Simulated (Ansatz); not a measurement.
# TiAl3 (I4/mmm): phonon-mediated transition temperature, part 2 of 2

Aim: the phonon-mediated transition temperature of TiAl3 (I4/mmm) at ambient pressure, over a range of μ*. The cell shown first is a relaxed one, from steps not shown here.

Ansatz 0.2.0; DFT PBE, scalar-relativistic, plane waves, PAW; PAW set soft_1.

So far, log mean phonon energy ħω_log (meV): step 2 (electron–phonon run: q 3×3×3, k 12×12×12, scattering …) 29.1; step 3 (scattering mesh 20×20×20, q mesh 4×4×4) 29.2.

**4. Coupling and resistivity: q 4×4×4, k 20×20×20, scattering 28×28×28**

The next rung changes the k mesh of the density and its response; the scattering mesh, which samples the Fermi surface.

Input file input.yaml:

```yaml
crystal:
  lattice:
    - [-1.9224402859, 1.9224402859, 4.3105310401]
    - [1.9224402859, -1.9224402859, 4.3105310401]
    - [1.9224402859, 1.9224402859, -4.3105310401]
  atoms:
    - { symbol: Ti, position: [0.0, 0.0, 0.0] }
    - { symbol: Al, position: [0.5, 0.5, 0.0] }
    - { symbol: Al, position: [0.75, 0.25, 0.5] }
    - { symbol: Al, position: [0.25, 0.75, 0.5] }
kpoints:
  mp_grid: { grid: [20, 20, 20] }
hamiltonian:
  xc: pbe
  pseudopotentials: { kind: paw, azcp: { folder: soft_1 } }
scf:
  occupations: { method: methfessel_paxton, width: 0.2 }
output:
  eigenvalues: true
phonons:
  method: dfpt
  qmesh: [4, 4, 4]
  temperatures: { t_max: 1000, t_step: 50 }
  qpath:
    path:
      - [0.0, 0.0, 0.0]
      - [0.0, 0.0, 0.5]
      - [0.25, 0.25, 0.25]
      - [0.0, 0.5, 0.0]
      - [0.0, 0.0, 0.0]
      - [0.5, 0.5, -0.5]
    npoints: 6
  electrical_resistivity:
    mesh: [28, 28, 28]
    temperatures: [20.0, 50.0, 80.0, 100.0, 150.0, 200.0, 273.0, 300.0, 400.0, 500.0, 600.0, 800.0]
  superconductivity: { mesh: [28, 28, 28] }
```

Command:

```bash
$ ansatz run input.yaml --threads 16 --pin off --max-ram 92160MiB --backend cuda --events-out ev --progress --plain --runs-dir out --max-vram 78GiB
```

Numbers of over 12 decimals in the logs are rounded to 6 here.

The log of the run:

```text
[...]
Crystal: 4 atoms, lattice volume = 63.723 Å³
Basis set: ecut = 420 eV, 1299 PW (Γ), exchange–correlation on 72×72×72 points (8 copies of the dense FFT grid, shifted against one another)
Bands: 15, of which v1, the nominal top of the filled ones, is band 11 counted from 1 (10 counted from 0)
Symmetry: 16 space group operations
k-points: 641 of 8000
[...]
SCF iter   1: F=—  HF=-4114.036846 eV  |F-HF|=—  |Δ(HF+E_count)|=         —  Δρ=2.89e-2  dr2=6.20e-1  ethr=3.10e-3  ⟨swp⟩=4.9  Hψ=48954  notcnv=0
[...]
SCF iter   2: F=—  HF=-4113.896336 eV  |F-HF|=—  |Δ(HF+E_count)|=   1.41e-1  S|Δr|=    0.00e0  Δρ=1.84e-2  dr2=2.78e-1  ethr=2.95e-3  ⟨swp⟩=2.0  Hψ=17048  notcnv=0
[...]
SCF iter  10: F=-4113.764812 eV  HF=-4113.764812 eV  |F-HF|=0.00e0  |Δ(HF+E_count)|=  7.28e-12  S|Δr|=    0.00e0  Δρ=2.25e-8  dr2=4.57e-13  ethr=1.00e-12  ⟨swp⟩=4.1  Hψ=36568  notcnv=0
SCF 1 converged in 10 iterations: F = -4113.764812 eV  dr2 = 4.57e-13
[...]
SCF 2 converged in 10 iterations: F = -4113.764812 eV  dr2 = 4.53e-13
[...]
SCF converged after 10 iterations
[...]
not converged in the mesh (the resistivity at 20 K by 5.59 %; the resistivity at 50 K by 2.83 %; the resistivity at 80 K by 3.04 %; the resistivity at 100 K by 3.04 %; the resistivity at 150 K by 2.99 %; the resistivity at 200 K by 2.92 %; the resistivity at 273 K by 2.82 %; the resistivity at 300 K by 2.77 %; the resistivity at 400 K by 2.58 %; the resistivity at 500 K by 2.39 %; the resistivity at 600 K by 2.23 % [...]
  vibrations of 64 cells: unjudged by the run; compare a larger repeat
[...]
--- Superconductivity: potentials and phonons of a 4×4×4 supercell ---
           mesh         λ    ħω_log (meV)  μ* declared at (meV)
       28×28×28    0.1669          29.158               31.929
       14×14×14    0.1664          29.200               31.933
          7×7×7    0.1643          29.316               31.915
  λ by the species' shares of the modes' patterns: Ti 0.0435, Al 0.1234
[...]
0.08      0.000         0.000    none_found    none_found    none_found    none_found     none_found
      0.10      0.000         0.000    none_found    none_found    none_found    none_found     none_found
      0.12      0.000         0.000    none_found    none_found    none_found    none_found     none_found
      0.13      0.000         0.000    none_found    none_found    none_found    none_found     none_found
      0.14      0.000         0.000    none_found    none_found    none_found    none_found     none_found
      0.16          -             -    none_found    none_found    none_found    none_found     none_found
      0.20          -             -    none_found    none_found    none_found    none_found     none_found
  none_found: no transition down to 0.1 K
[...]
converged in the mesh: between neighbouring meshes, the two finest first, λ moves by 0.27 % and 1.24 % and the anisotropic transition temperature over the full bandwidth at μ* = 0.13 by nothing (neither mesh has one) and nothing (neither mesh has one); converged means that the two finest part by at most 2.00 % and 5.00 %
  vibrations of 64 cells: unjudged by the run; compare a larger repeat
[...]
```

Wall time 5 min (1 × NVIDIA GB200 with 16 threads of Arm Neoverse V2, shared host); peak memory 20 GiB.

This step gave:

| Property | Result |
| --- | --- |
| zero point energy | 0.1866 eV/cell |
| resistivity at 300 K | 10.66 μΩ cm, mean of the axes |
| coupling constant λ | 0.1669 |
| density of states at the Fermi level | 0.853 states/eV a spin and cell |
| log mean phonon energy ħω_log | 29.16 meV |
| transport coupling constant λ_tr | 0.1856, 0.1856, 0.1652 (xx, yy, zz) |
| Drude plasma energy | 4.306, 4.306, 3.955 eV (xx, yy, zz) |
| resistivity times mean free path | 14.34, 14.34, 15.18 × 10⁻¹⁶ Ω m² (xx, yy, zz) |
| second-moment phonon energy ħω₂ | 31.93 meV |

An empty cell: under 1 mK by a formula, or no transition down to the floor of the Eliashberg search. Transition temperatures:

```tsv
μ*	McMillan Tc (K)	Allen–Dynes Tc (K)
0.08	-	-
0.1	-	-
0.12	-	-
0.13	-	-
0.14	-	-
0.16	-	-
0.2	-	-
```

The Eliashberg function α²F has structure finer than the step of the table below, so its rows give means over 2 meV, whole bins alone (the curve runs from 0.182 to 46.5 meV). Peaks (meV: height): α²F 26.8: 0.092, 31.2: 0.177, 35.5: 0.116, 38.5: 0.134, 42.1: 0.193; α²F tr 22.4: 0.116, 30.8: 0.175, 35.5: 0.109, 38.5: 0.127, 42.8: 0.229.

Eliashberg function α²F against phonon energy; means over each step:

```tsv
phonon energy (meV)	α²F	α²F tr
2	8.1e-5	0
4	4.2e-4	8.1e-5
6	0.00100	4.0e-4
8	0.00190	0.00106
10	0.00317	0.00217
12	0.00486	0.00396
14	0.00746	0.00698
16	0.0122	0.0132
18	0.0220	0.0258
20	0.0339	0.0408
22	0.0590	0.0835
24	0.0750	0.0953
26	0.0827	0.0908
28	0.0772	0.0789
30	0.121	0.132
32	0.107	0.113
34	0.0766	0.0799
36	0.0887	0.0846
38	0.113	0.105
40	0.136	0.117
42	0.174	0.192
44	0.0767	0.0881
```

The Eliashberg function α²F by phonon energy; read off at these points:

```tsv
phonon energy (meV)	α²F	Ti	Al
0.2	0	0	0
1.3	0	0	0
2.7	2.0e-4	1.0e-4	1.0e-4
3.8	4.0e-4	1.0e-4	2.0e-4
5.3	7.0e-4	3.0e-4	5.0e-4
6.4	0.0011	4.0e-4	7.0e-4
7.8	0.0018	6.0e-4	0.0012
8.9	0.0024	9.0e-4	0.0016
10.0	0.0032	0.0011	0.0021
11.5	0.0043	0.0014	0.0029
12.6	0.0054	0.0018	0.0037
14.0	0.0074	0.0023	0.0051
15.1	0.0096	0.0028	0.0067
16.6	0.0141	0.0038	0.0103
17.7	0.0191	0.0046	0.0145
18.8	0.0276	0.0054	0.0223
20.2	0.0353	0.0056	0.0296
21.3	0.0336	0.0096	0.0239
22.8	0.0756	0.0311	0.0445
23.9	0.0728	0.0295	0.0433
25.3	0.084	0.0352	0.0488
26.4	0.0782	0.0345	0.0437
27.9	0.0636	0.0258	0.0378
29.0	0.107	0.0422	0.0651
30.1	0.114	0.0377	0.076
31.2	0.177	0.0314	0.145
31.5	0.104	0.0301	0.0741
32.6	0.0891	0.0274	0.0618
34.1	0.0695	0.017	0.0525
35.2	0.0841	0.0154	0.0687
35.5	0.116	0.0235	0.0926
36.6	0.0772	0.0144	0.0628
37.7	0.114	0.0157	0.0981
38.5	0.134	0.0181	0.116
38.8	0.109	0.0145	0.0942
39.9	0.165	0.0138	0.151
40.3	0.156	0.0168	0.140
41.4	0.147	0.02	0.127
42.1	0.193	0.0284	0.164
42.8	0.193	0.0356	0.157
43.9	0.0672	0.0029	0.0643
45.4	0.013	1.0e-4	0.0129
46.5	0.0019	0	0.0019
```

**5. Outcome**

| Property | Result |
| --- | --- |
| meshes | q 4×4×4, k 20×20×20, scattering 28×28×28 |
| coupling constant λ | 0.167 |
| log mean phonon energy ħω_log | 29.2 meV |

What this shows: In the last run (PBE, q 4×4×4, k 20×20×20, scattering 28×28×28), with λ = 0.17 and ħω_log = 29.2 meV, Tc at μ* = 0.13 is under 1 mK by the formulas. In that run Allen and Dynes's formula gives no transition above 0.05 K at μ* = 0.10 or more. The run's transport test calls it not converged in the mesh; ρ(300 K) moves by 3 % in the component that moves most. Over the runs, λ takes the values 0.168, 0.167 and 0.167, in the order shown. μ* is a typed number, phonons are harmonic, and spin fluctuations are left out; with λ this near or under μ*(1 + 0.62 λ), the formulas give Tc only to its order of magnitude, or none.

[Logs are printed without paths, hosts, clocks, repeated set-up lines and the standing remarks that a program may print on its own settings, such as how far it seeks lower states.]

[Hosts, paths, dates, database ids (printed as entryN), source tags and the programs' standing remarks are cut or masked in the printed files.]
